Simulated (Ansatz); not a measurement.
# Resistivity from frozen vibrations: Ir(111) with 4 thermally displaced layers, 2x2, part 2 of 2

How much do lattice vibrations at 500 K scatter the electrons of Ir? Layers with random displacements are laid between perfect leads, and the resistance is followed against their length.

Ansatz 0.2.0; Ansatz plane-wave DFT, PBE, PAW files; ballistic transport by layer matching (Landauer), zero bias; PAW set soft_1.

So far, open channels per spin nearest the Fermi level: step 2 (with 4 displaced layers) 5.78.

### 3. With 8 displaced layers

Each atom of 8 layers is moved at random, by amounts drawn from a normal law 0.0468 Å wide in each direction from the Debye model (420 K) at 500 K. A fresh draw is used; the growth of the resistance with length is what counts.

System of this step: Ir(111) with 8 thermally displaced layers, 2x2. The cell holds 56 atoms: 56 Ir. Its edges and angles: a = 5.430 Å, b = 5.430 Å, c = 31.073 Å, α = 87.5°, β = 92.5°, γ = 120.0°. It derives from Ir. Regions: lead, 24 atoms (24 Ir); scattering region, 32 atoms (32 Ir). The structure is stacked along c, and the current runs across the ab planes.

Contents of input.yaml:

```yaml
crystal:
  lattice:
    - [5.4297315514, 0.0, 0.0]
    - [-2.7148657757, 4.7022854592, 0.0]
    - [-1.3574328878, 0.7837142432, 31.0335007294]
  atoms:
    - { symbol: Ir, position: [0.005952381, 0.994047619, 0.0357142857] }
    - { symbol: Ir, position: [0.005952381, 0.494047619, 0.0357142857] }
    - { symbol: Ir, position: [0.505952381, 0.994047619, 0.0357142857] }
    - { symbol: Ir, position: [0.505952381, 0.494047619, 0.0357142857] }
    - { symbol: Ir, position: [0.1845238095, 0.3154761905, 0.1071428571] }
    - { symbol: Ir, position: [0.1845238095, 0.8154761905, 0.1071428571] }
    - { symbol: Ir, position: [0.6845238095, 0.3154761905, 0.1071428571] }
    - { symbol: Ir, position: [0.6845238095, 0.8154761905, 0.1071428571] }
    - { symbol: Ir, position: [0.3630952381, 0.1369047619, 0.1785714286] }
    - { symbol: Ir, position: [0.3630952381, 0.6369047619, 0.1785714286] }
    - { symbol: Ir, position: [0.8630952381, 0.1369047619, 0.1785714286] }
    - { symbol: Ir, position: [0.8630952381, 0.6369047619, 0.1785714286] }
    - { symbol: Ir, position: [0.0638167615, 0.9713247386, 0.2505386365] }
    - { symbol: Ir, position: [0.0314006599, 0.4581241243, 0.2509894257] }
    - { symbol: Ir, position: [0.532641495, 0.9621555843, 0.2506478819] }
    - { symbol: Ir, position: [0.5416071961, 0.4467212726, 0.2490026953] }
    - { symbol: Ir, position: [0.2110975173, 0.2676891034, 0.3240501115] }
    - { symbol: Ir, position: [0.2175373543, 0.7830990784, 0.3210388561] }
    - { symbol: Ir, position: [0.7406043579, 0.2927362797, 0.3223831477] }
    - { symbol: Ir, position: [0.7016870131, 0.780107691, 0.3224590094] }
    - { symbol: Ir, position: [0.4048424595, 0.0945865465, 0.3956032415] }
    - { symbol: Ir, position: [0.3843798133, 0.5943754556, 0.3942664313] }
    - { symbol: Ir, position: [0.9092382263, 0.1210606776, 0.3931412752] }
    - { symbol: Ir, position: [0.8912031502, 0.5977089899, 0.3912125895] }
    - { symbol: Ir, position: [0.0696559964, 0.9287436876, 0.4651616356] }
    - { symbol: Ir, position: [0.0852039174, 0.414688777, 0.4668315029] }
    - { symbol: Ir, position: [0.5826268328, 0.9383882106, 0.4636334282] }
    - { symbol: Ir, position: [0.5725467055, 0.424844535, 0.4658402995] }
    - { symbol: Ir, position: [0.2540903556, 0.2385603445, 0.5336928265] }
    - { symbol: Ir, position: [0.2466280109, 0.748799132, 0.5372059612] }
    - { symbol: Ir, position: [0.7494131229, 0.2331417365, 0.5370301172] }
    - { symbol: Ir, position: [0.7415323441, 0.7367988194, 0.5366502713] }
    - { symbol: Ir, position: [0.4169160107, 0.0694654683, 0.6062662198] }
    - { symbol: Ir, position: [0.4351394456, 0.5646724261, 0.6074474799] }
    - { symbol: Ir, position: [0.9370888199, 0.0575758324, 0.6092845325] }
    - { symbol: Ir, position: [0.9452674261, 0.5735760873, 0.6088985166] }
    - { symbol: Ir, position: [0.124096683, 0.8952817216, 0.6786853617] }
    - { symbol: Ir, position: [0.0999397135, 0.3857547841, 0.6774116317] }
    - { symbol: Ir, position: [0.6019819666, 0.8896183783, 0.6777145223] }
    - { symbol: Ir, position: [0.599104368, 0.3764627309, 0.6789759814] }
    - { symbol: Ir, position: [0.3013300234, 0.2214911531, 0.7499790281] }
    - { symbol: Ir, position: [0.3079043317, 0.7219925742, 0.7517335064] }
    - { symbol: Ir, position: [0.7774874433, 0.2204695902, 0.7505118684] }
    - { symbol: Ir, position: [0.7972595634, 0.7119297402, 0.7505768838] }
    - { symbol: Ir, position: [0.4702380952, 0.0297619048, 0.8214285714] }
    - { symbol: Ir, position: [0.4702380952, 0.5297619048, 0.8214285714] }
    - { symbol: Ir, position: [0.9702380952, 0.0297619048, 0.8214285714] }
    - { symbol: Ir, position: [0.9702380952, 0.5297619048, 0.8214285714] }
    - { symbol: Ir, position: [0.1488095238, 0.8511904762, 0.8928571429] }
    - { symbol: Ir, position: [0.1488095238, 0.3511904762, 0.8928571429] }
    - { symbol: Ir, position: [0.6488095238, 0.8511904762, 0.8928571429] }
    - { symbol: Ir, position: [0.6488095238, 0.3511904762, 0.8928571429] }
    - { symbol: Ir, position: [0.3273809524, 0.1726190476, 0.9642857143] }
    - { symbol: Ir, position: [0.3273809524, 0.6726190476, 0.9642857143] }
    - { symbol: Ir, position: [0.8273809524, 0.1726190476, 0.9642857143] }
    - { symbol: Ir, position: [0.8273809524, 0.6726190476, 0.9642857143] }
kpoints:
  mp_grid: { grid: [5, 5, 1] }
hamiltonian:
  xc: pbe
  pseudopotentials: { kind: paw, azcp: { folder: soft_1 } }
scf:
  occupations: { method: fermi_dirac, width: 0.1 }
output:
  transmission:
    leads: [[0, 4]]
    kmesh: [10, 10]
    e_range: [-0.05, 0.05]
    de: 0.05
  write_potential: true
  write_density: true
  volumetric_format: npy
```

Command:

```bash
$ ansatz run input.yaml --threads 4 --pin off --max-ram 15360MiB --backend cpu --events-out ev --progress --plain --runs-dir out
```

Numbers of over 12 decimals in the logs are rounded to 6 here.

Output:

```text
[...]
Crystal: 56 atoms, lattice volume = 792.352 Å³
Basis set: ecut = 420 eV, 15385 PW (Γ)
Bands: 572, of which v1, the nominal top of the filled ones, is band 476 counted from 1 (475 counted from 0)
Symmetry: 1 space group operations
[...]
k-points: 13 of 25 (time reversal used)
[...]
SCF iter   1: F=—  HF=-668465.765627 eV  |F-HF|=—  |Δ(HF+E_count)|=         —  Δρ=4.95e-2  dr2=1.39e1  ethr=3.10e-3  ⟨swp⟩=5.0  Hψ=23411  notcnv=0  defer=93
[...]
SCF iter   8: F=-668461.418976 eV  HF=-668461.418976 eV  |F-HF|=3.45e-8  |Δ(HF+E_count)|=   1.06e-7  Δρ=1.97e-6  dr2=4.99e-8  ethr=1.05e-11  ⟨swp⟩=7.0  Hψ=20575  notcnv=0
SCF 1 converged in 8 iterations: F = -668461.418976 eV  dr2 = 4.99e-8
[...]
transmission: 300 of 2964 steps passed
transmission: 594 of 2964 steps passed
[...]
transmission: 2964 of 2964 steps passed
SCF converged after 8 iterations
Free energy (F): -668461.418976 eV
[...]
Internal energy: -668459.680708 eV  (E = F + TS)
E sigma→0 (E₀):  -668460.549842 eV
Entropy (-TS):   -1.738267 eV (-31.040 meV/atom)
Fermi energy:    25.831347 eV
[...]
--- Band table (eV; the first three rows and the last of 13) ---
  k-point 0: bands = [... 472 lower, 26.6557, 26.6697, 26.6786, 26.6885, 26.6890, 26.6973, 26.7018, 26.7083, ... 92 higher]
  k-point 1: bands = [... 472 lower, 26.1124, 26.1259, 26.1489, 26.1631, 26.1823, 26.1931, 26.2121, 26.2371, ... 92 higher]
  k-point 2: bands = [... 472 lower, 25.1276, 25.1717, 25.2278, 25.3347, 25.3697, 25.4152, 25.4774, 25.5004, ... 92 higher]
  k-point 12: bands = [... 472 lower, 25.7518, 25.7807, 25.8145, 25.8352, 25.8625, 25.8724, 25.8978, 25.9136, ... 92 higher]
--- Transmission ---
  basis      : 223 plane waves across, 57 finite elements along
  points     : 52, standing for a mesh of 10 x 10
[...]
channels       : 5.780000e0 a spin
[...]
junction   : crystal 0 to crystal 0, 0.70 to 29.51 Å
    transmission   : 4.784107e0 a spin
[...]
```

It took 17 min on 4 threads of Arm Neoverse V1, shared host; peak memory 8.8 GiB.

This step gave:

```yaml
free_energy: -668461.4190 eV
energy_at_zero_smearing: -668460.5498 eV
transmission_per_spin_nearest_the_fermi_level: 4.784
step_of_the_lead_s_potential: 4.3 meV
```

Per spin. Table of transmission, zone mean by energy, zero at the Fermi level:

```csv
energy (eV),"transmission, zone mean"
-0.0500,4.90
0.0000,4.78
0.0500,5.03
```

Over the solved energies the transmission per spin lies between 4.78 and 5.03, out of 5.94 channels of the lead on average (up to 6.14).

### 4. With 12 displaced layers

Each atom of 12 layers is moved at random, by amounts drawn from a normal law 0.0468 Å wide in each direction from the Debye model (420 K) at 500 K. A fresh draw is used; the growth of the resistance with length is what counts.

System of this step: Ir(111) with 12 thermally displaced layers, 2x2. The cell holds 72 atoms: 72 Ir. Its edges and angles: a = 5.430 Å, b = 5.430 Å, c = 39.900 Å, α = 90.0°, β = 90.0°, γ = 120.0°. It derives from Ir. Regions: lead, 24 atoms (24 Ir); scattering region, 48 atoms (48 Ir). The structure is stacked along c, and the current runs across the ab planes.

Contents of input.yaml:

```yaml
crystal:
  lattice:
    - [5.4297315514, 0.0, 0.0]
    - [-2.7148657757, 4.7022854592, 0.0]
    - [0.0, 0.0, 39.9002152235]
  atoms:
    - { symbol: Ir, position: [0.0, 0.0, 0.0277777778] }
    - { symbol: Ir, position: [0.0, 0.5, 0.0277777778] }
    - { symbol: Ir, position: [0.5, 0.0, 0.0277777778] }
    - { symbol: Ir, position: [0.5, 0.5, 0.0277777778] }
    - { symbol: Ir, position: [0.1666666667, 0.3333333333, 0.0833333333] }
    - { symbol: Ir, position: [0.1666666667, 0.8333333333, 0.0833333333] }
    - { symbol: Ir, position: [0.6666666667, 0.3333333333, 0.0833333333] }
    - { symbol: Ir, position: [0.6666666667, 0.8333333333, 0.0833333333] }
    - { symbol: Ir, position: [0.3333333333, 0.1666666667, 0.1388888889] }
    - { symbol: Ir, position: [0.3333333333, 0.6666666667, 0.1388888889] }
    - { symbol: Ir, position: [0.8333333333, 0.1666666667, 0.1388888889] }
    - { symbol: Ir, position: [0.8333333333, 0.6666666667, 0.1388888889] }
    - { symbol: Ir, position: [0.0009664803, 0.9964299327, 0.1922152507] }
    - { symbol: Ir, position: [0.9950644696, 0.4920053765, 0.195710667] }
    - { symbol: Ir, position: [0.4979276528, 0.0008303193, 0.1934484931] }
    - { symbol: Ir, position: [0.4955440115, 0.499885282, 0.192703212] }
    - { symbol: Ir, position: [0.1687292994, 0.3322782455, 0.2486100389] }
    - { symbol: Ir, position: [0.1485593232, 0.8384366008, 0.2496511568] }
    - { symbol: Ir, position: [0.660926541, 0.3309843318, 0.2521293656] }
    - { symbol: Ir, position: [0.6666684643, 0.8341949247, 0.2482567774] }
    - { symbol: Ir, position: [0.3520869947, 0.1757928086, 0.3068062709] }
    - { symbol: Ir, position: [0.3383029253, 0.6757845209, 0.3059903983] }
    - { symbol: Ir, position: [0.8378585748, 0.1651528217, 0.303827789] }
    - { symbol: Ir, position: [0.8325727371, 0.6474198573, 0.3052742896] }
    - { symbol: Ir, position: [0.9930515903, 0.9896267964, 0.3618298453] }
    - { symbol: Ir, position: [0.9961015717, 0.4956545236, 0.3617204961] }
    - { symbol: Ir, position: [0.5028026369, 0.0138160158, 0.3615231047] }
    - { symbol: Ir, position: [0.4862442929, 0.4806606315, 0.3595780962] }
    - { symbol: Ir, position: [0.1757772224, 0.3328299808, 0.416334773] }
    - { symbol: Ir, position: [0.1744428683, 0.8205749765, 0.4159801288] }
    - { symbol: Ir, position: [0.6655117913, 0.3391655593, 0.4158888369] }
    - { symbol: Ir, position: [0.6533994186, 0.8173671065, 0.4175216472] }
    - { symbol: Ir, position: [0.3379083883, 0.1619282048, 0.4724136976] }
    - { symbol: Ir, position: [0.3198516224, 0.6619735983, 0.4738375265] }
    - { symbol: Ir, position: [0.8459930048, 0.1896475727, 0.4712994348] }
    - { symbol: Ir, position: [0.8373597119, 0.6647219939, 0.4728855027] }
    - { symbol: Ir, position: [0.9971467947, 0.9944178303, 0.5267607132] }
    - { symbol: Ir, position: [0.0260269357, 0.499230658, 0.5254137454] }
    - { symbol: Ir, position: [0.4977849818, 0.0067443791, 0.5271916424] }
    - { symbol: Ir, position: [0.5167045907, 0.5099707343, 0.5275991987] }
    - { symbol: Ir, position: [0.1576015635, 0.3233386993, 0.5825127969] }
    - { symbol: Ir, position: [0.1599666362, 0.8453133175, 0.5851980338] }
    - { symbol: Ir, position: [0.6499689506, 0.3215792757, 0.5812601937] }
    - { symbol: Ir, position: [0.6429146073, 0.802434977, 0.5819942958] }
    - { symbol: Ir, position: [0.3427861053, 0.1632283038, 0.6398906761] }
    - { symbol: Ir, position: [0.3378778039, 0.6841798112, 0.6391224224] }
    - { symbol: Ir, position: [0.8427369966, 0.1920553196, 0.6385085265] }
    - { symbol: Ir, position: [0.8238175974, 0.668675041, 0.6388433645] }
    - { symbol: Ir, position: [0.0046018956, 0.9908326189, 0.6953877746] }
    - { symbol: Ir, position: [0.0040250861, 0.4933585953, 0.6946358074] }
    - { symbol: Ir, position: [0.5045104296, 0.0233334691, 0.6936190162] }
    - { symbol: Ir, position: [0.4907962226, 0.4893982382, 0.6940387035] }
    - { symbol: Ir, position: [0.1704346019, 0.340970439, 0.7492843565] }
    - { symbol: Ir, position: [0.1580215392, 0.819243685, 0.749030077] }
    - { symbol: Ir, position: [0.6955844417, 0.3436904534, 0.7490839749] }
    - { symbol: Ir, position: [0.6502939904, 0.823629329, 0.7499745729] }
    - { symbol: Ir, position: [0.3299304548, 0.1592626018, 0.8040473674] }
    - { symbol: Ir, position: [0.3478324875, 0.6711595272, 0.8051164678] }
    - { symbol: Ir, position: [0.8287989148, 0.1613994913, 0.8021137735] }
    - { symbol: Ir, position: [0.8290053854, 0.6560180909, 0.804380158] }
    - { symbol: Ir, position: [0.0, 0.0, 0.8611111111] }
    - { symbol: Ir, position: [0.0, 0.5, 0.8611111111] }
    - { symbol: Ir, position: [0.5, 0.0, 0.8611111111] }
    - { symbol: Ir, position: [0.5, 0.5, 0.8611111111] }
    - { symbol: Ir, position: [0.1666666667, 0.3333333333, 0.9166666667] }
    - { symbol: Ir, position: [0.1666666667, 0.8333333333, 0.9166666667] }
    - { symbol: Ir, position: [0.6666666667, 0.3333333333, 0.9166666667] }
    - { symbol: Ir, position: [0.6666666667, 0.8333333333, 0.9166666667] }
    - { symbol: Ir, position: [0.3333333333, 0.1666666667, 0.9722222222] }
    - { symbol: Ir, position: [0.3333333333, 0.6666666667, 0.9722222222] }
    - { symbol: Ir, position: [0.8333333333, 0.1666666667, 0.9722222222] }
    - { symbol: Ir, position: [0.8333333333, 0.6666666667, 0.9722222222] }
kpoints:
  mp_grid: { grid: [5, 5, 1] }
hamiltonian:
  xc: pbe
  pseudopotentials: { kind: paw, azcp: { folder: soft_1 } }
scf:
  occupations: { method: fermi_dirac, width: 0.1 }
output:
  transmission:
    leads: [[0, 4]]
    kmesh: [10, 10]
    e_range: [-0.05, 0.05]
    de: 0.05
  write_potential: true
  write_density: true
  volumetric_format: npy
```

Output:

```text
[...]
Crystal: 72 atoms, lattice volume = 1018.738 Å³
Basis set: ecut = 420 eV, 19879 PW (Γ)
Bands: 735, of which v1, the nominal top of the filled ones, is band 612 counted from 1 (611 counted from 0)
Symmetry: 1 space group operations
[...]
k-points: 13 of 25 (time reversal used)
[...]
SCF iter   1: F=—  HF=-859455.256157 eV  |F-HF|=—  |Δ(HF+E_count)|=         —  Δρ=4.94e-2  dr2=1.79e1  ethr=3.10e-3  ⟨swp⟩=5.0  Hψ=29774  notcnv=0  defer=184
[...]
SCF iter   9: F=-859449.680591 eV  HF=-859449.680591 eV  |F-HF|=2.21e-9  |Δ(HF+E_count)|=   3.03e-9  Δρ=3.51e-7  dr2=2.91e-9  ethr=4.03e-12  ⟨swp⟩=1.0  Hψ=22657  notcnv=0
SCF 1 converged in 9 iterations: F = -859449.680591 eV  dr2 = 2.91e-9
[...]
transmission: 391 of 3900 steps passed
transmission: 781 of 3900 steps passed
[...]
transmission: 3900 of 3900 steps passed
SCF converged after 9 iterations
Free energy (F): -859449.680591 eV
[...]
Internal energy: -859447.471361 eV  (E = F + TS)
E sigma→0 (E₀):  -859448.575976 eV
Entropy (-TS):   -2.209230 eV (-30.684 meV/atom)
Fermi energy:    25.836598 eV
[...]
--- Band table (eV; the first three rows and the last of 13) ---
  k-point 0: bands = [... 608 lower, 26.6529, 26.6596, 26.6696, 26.6780, 26.6821, 26.6843, 26.6919, 26.6922, ... 119 higher]
  k-point 1: bands = [... 608 lower, 26.1382, 26.1476, 26.1548, 26.1667, 26.1706, 26.1826, 26.1989, 26.2073, ... 119 higher]
  k-point 2: bands = [... 608 lower, 25.1905, 25.2385, 25.2801, 25.3052, 25.3291, 25.3621, 25.3876, 25.4381, ... 119 higher]
  k-point 12: bands = [... 608 lower, 25.8054, 25.8284, 25.8379, 25.8532, 25.8680, 25.8816, 25.8935, 25.9085, ... 119 higher]
--- Transmission ---
  basis      : 223 plane waves across, 75 finite elements along
  points     : 52, standing for a mesh of 10 x 10
[...]
channels       : 6.020000e0 a spin
[...]
junction   : crystal 0 to crystal 0, 0.70 to 38.38 Å
    transmission   : 4.303694e0 a spin
[...]
```

Elapsed: 31 min, on 4 threads; peak memory 7.6 GiB.

Numbers from this step:

```
free energy                                    : -859449.6806 eV
energy at zero smearing                        : -859448.5760 eV
Fermi energy                                   : 25.84 eV
transmission per spin nearest the Fermi level  : 4.304
open channels per spin nearest the Fermi level : 6.02
step of the lead's potential                   : 10.1 meV
```

Per spin. The transmission, zone mean by energy, zero at the Fermi level:

| energy (eV) | transmission, zone mean |
| --- | --- |
| -0.0500 | 4.33 |
| 0.0000 | 4.30 |
| 0.0500 | 4.52 |

Over the solved energies the transmission per spin lies between 4.30 and 4.52, out of 6.06 channels of the lead on average (up to 6.26).

### 5. Resistance against length

This step: Ansatz plane-wave DFT, PBE, PAW files; ballistic transport by layer matching (Landauer), zero bias; resistivity from the slope of the area resistance; PAW set soft_1 (Ansatz 0.2.0).

This step gave:

| Item | Value |
| --- | --- |
| resistivity | 9.195 µΩ cm |
| intercept | -0.03963 fΩ m² |
| scatter about the fit | 0.004467 fΩ m² |

Resistance, by row:

```csv
run,length (Å),T,channels N,RA (fΩ m²)
n4,8.867,5.494,5.94,0.04505
n8,17.73,4.905,5.94,0.1171
n12,26.6,4.383,6.06,0.2081
```

The area resistance by length of the displaced region:

| length of the displaced region (Å) | area resistance (fΩ m²) |
| --- | --- |
| 8.87 | 0.0451 |
| 17.73 | 0.117 |
| 26.60 | 0.208 |

The area resistance goes from 0.045 to 0.21 fΩ m² between 8.9 and 26.6 Å, a slope of 9.2 µΩ cm.

By hand from the end points: (0.2081 − 0.04505) fΩ m² / (26.60 − 8.87) Å = 9.2 µΩ cm, since 1 fΩ m² per Å is 1000 µΩ cm.

### 6. Results

```
resistivity from the slope  : 9.19 µΩ cm
area resistance over 8.87 Å : 0.0451 fΩ m²
area resistance over 17.7 Å : 0.117 fΩ m²
area resistance over 26.6 Å : 0.208 fΩ m²
```

**Reading.** The slope gives 9.2 µΩ cm. The points scatter by 0.0045 fΩ m² about the line, with one random draw a length in a 2x2 cell, so the slope is a rough value. The mean square of the displacements drawn is 0.78, 0.99 and 1.2 of the nominal one at the three lengths; with each resistance scaled back by that, the slope is 6.7 µΩ cm, the value used below. The lead's own channel count moves between the runs (5.94, 5.94 and 6.06), which shifts RA and the slope too. Read with a model of isotropic scattering on a spherical Fermi surface and the lead's 1.8×10¹⁵ S/m², this slope means a mean free path near 68 Å; over these lengths the model's slope is 1.10 times its bulk resistivity, which would be 6.1 µΩ cm. Uncorrelated displacements put too much weight on short waves, which scatter strongly; with the sideways repeat of a small cell, one draw and three short lengths, the method is good to a factor of two or three. Spin-orbit coupling is left out, which matters for Ir.

[Logs are printed without paths, hosts, clocks, repeated set-up lines and the standing remarks that a program may print on its own settings, such as how far it seeks lower states.]

[Hosts, paths, dates, database ids (printed as entryN), source tags and the programs' standing remarks are cut or masked in the printed files.]
